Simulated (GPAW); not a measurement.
Consider KCaCl3 (Cm).

```cif
data_structure
_symmetry_space_group_name_H-M 'P 1'
_symmetry_Int_Tables_number 1
_cell_length_a 5.4074
_cell_length_b 5.4074
_cell_length_c 5.4065
_cell_angle_alpha 90.004
_cell_angle_beta 90.004
_cell_angle_gamma 90.022
_cell_volume 158.08
loop_
_atom_site_label
_atom_site_type_symbol
_atom_site_fract_x
_atom_site_fract_y
_atom_site_fract_z
_atom_site_occupancy
Ca1 Ca 0.49789 0.49789 0.48521 1
K2 K 0.99805 0.99805 0.99999 1
Cl3 Cl 0.99942 0.49552 0.48278 1
Cl4 Cl 0.50729 0.50729 0.98514 1
Cl5 Cl 0.49552 0.99942 0.48278 1
```

Absorber: atom 4, with 2 Ca at 2.70 Å (linear, site symmetry m). Method: GPAW, LDA, full core hole (charged cell), 10-atom cell with 7.6 Å between holes, 3×3×3 k points, dipole transitions, Gaussian full width 0.9 eV up to 4 eV, rising linearly to 3.5 eV at 25 eV.

Question: What does the Cl K edge look like?

Main maxima up to 24 eV above the zero (height): 2.0 eV (1.48), 3.8 eV (2.07), 9.9 eV (0.99), 14.7 eV (1.54) and 20.8 eV (0.96). A K edge sees empty p states on the absorber. The total-energy difference plus the lowest empty eigenvalue puts the zero at 2826.64 eV. One term is added: -17.80 eV, since the hole is spin-paired here and a spin-polarised one costs that much less in the free atom (computed apart). The photon energy is then 2808.84 eV. The functional and the charged cell's background leave an error in such absolute values: in the free atom LDA prices this hole 9.7 eV below PBE (computed apart), and PBE is itself good to a few eV.

The Cl K spectrum (energy from the lowest empty level; intensity scaled to a mean of 1 over the first 20 eV; polarised curves are means over the symmetry-equivalent atoms):

| E (eV) | isotropic | ε ∥ x | ε ∥ z |
| --- | --- | --- | --- |
| -2.00 | 0.00 | 0.00 | 0.00 |
| -1.25 | 0.00 | 0.00 | 0.00 |
| -0.50 | 0.00 | 0.00 | 0.00 |
| 0.25 | 0.05 | 0.06 | 0.02 |
| 1.00 | 0.50 | 0.69 | 0.12 |
| 1.75 | 1.38 | 1.93 | 0.28 |
| 2.50 | 1.05 | 1.30 | 0.57 |
| 3.25 | 1.60 | 0.99 | 2.82 |
| 4.00 | 2.01 | 1.18 | 3.66 |
| 4.75 | 1.62 | 1.36 | 2.16 |
| 5.50 | 1.06 | 0.74 | 1.69 |
| 6.25 | 0.83 | 0.26 | 1.96 |
| 7.00 | 0.53 | 0.15 | 1.29 |
| 7.75 | 0.41 | 0.32 | 0.59 |
| 8.50 | 0.56 | 0.67 | 0.35 |
| 9.25 | 0.86 | 1.10 | 0.36 |
| 10.00 | 0.98 | 1.24 | 0.43 |
| 10.75 | 0.82 | 1.00 | 0.44 |
| 11.50 | 0.70 | 0.84 | 0.43 |
| 12.25 | 0.71 | 0.83 | 0.48 |
| 13.00 | 0.95 | 1.06 | 0.72 |
| 13.75 | 1.32 | 1.47 | 1.01 |
| 14.50 | 1.53 | 1.73 | 1.12 |
| 15.25 | 1.48 | 1.62 | 1.18 |
| 16.00 | 1.29 | 1.33 | 1.22 |
| 16.75 | 1.07 | 1.05 | 1.12 |
| 17.50 | 0.89 | 0.88 | 0.92 |
| 18.25 | 0.81 | 0.81 | 0.84 |
| 19.00 | 0.83 | 0.80 | 0.90 |
| 19.75 | 0.90 | 0.83 | 1.05 |
| 20.50 | 0.95 | 0.86 | 1.15 |
| 21.25 | 0.95 | 0.86 | 1.13 |
| 22.00 | 0.92 | 0.85 | 1.04 |
| 22.75 | 0.92 | 0.88 | 1.00 |
| 23.50 | 0.99 | 0.94 | 1.07 |
| 24.25 | 1.10 | 1.02 | 1.24 |
| 25.00 | 1.24 | 1.11 | 1.48 |
| 25.75 | 1.36 | 1.19 | 1.69 |
| 26.50 | 1.42 | 1.25 | 1.76 |
| 27.25 | 1.38 | 1.25 | 1.63 |
| 28.00 | 1.25 | 1.20 | 1.35 |
| 28.75 | 1.11 | 1.13 | 1.07 |
| 29.50 | 1.00 | 1.06 | 0.89 |
| 30.25 | 0.95 | 1.01 | 0.82 |

The crystal has 2 inequivalent Cl sites and not all are shown here, while a measurement adds them all. The mesh is coarse (0.34 Å⁻¹ between points), so small maxima may be mesh ripples. The structure is a computed Materials Project entry and may be a hypothetical form.

[Banner, clock and machine lines of the logs are left out without a mark of their own.]

[Logs are printed without paths, hosts, clocks, repeated set-up lines and the standing remarks that a program may print on its own settings, such as how far it seeks lower states.]

[Hosts, paths, dates, database ids (printed as entryN), source tags and the programs' standing remarks are cut or masked in the printed files.]

[Lists of maxima count a maximum above −3 eV only where it reaches 4 % of the highest in the window and stands out from its surroundings by 2 % of it (1.5 % where it reaches 55 %); shoulders and weaker maxima are passed over, and of the rest the first, up to two pre-edge ones and the few strongest are named.]
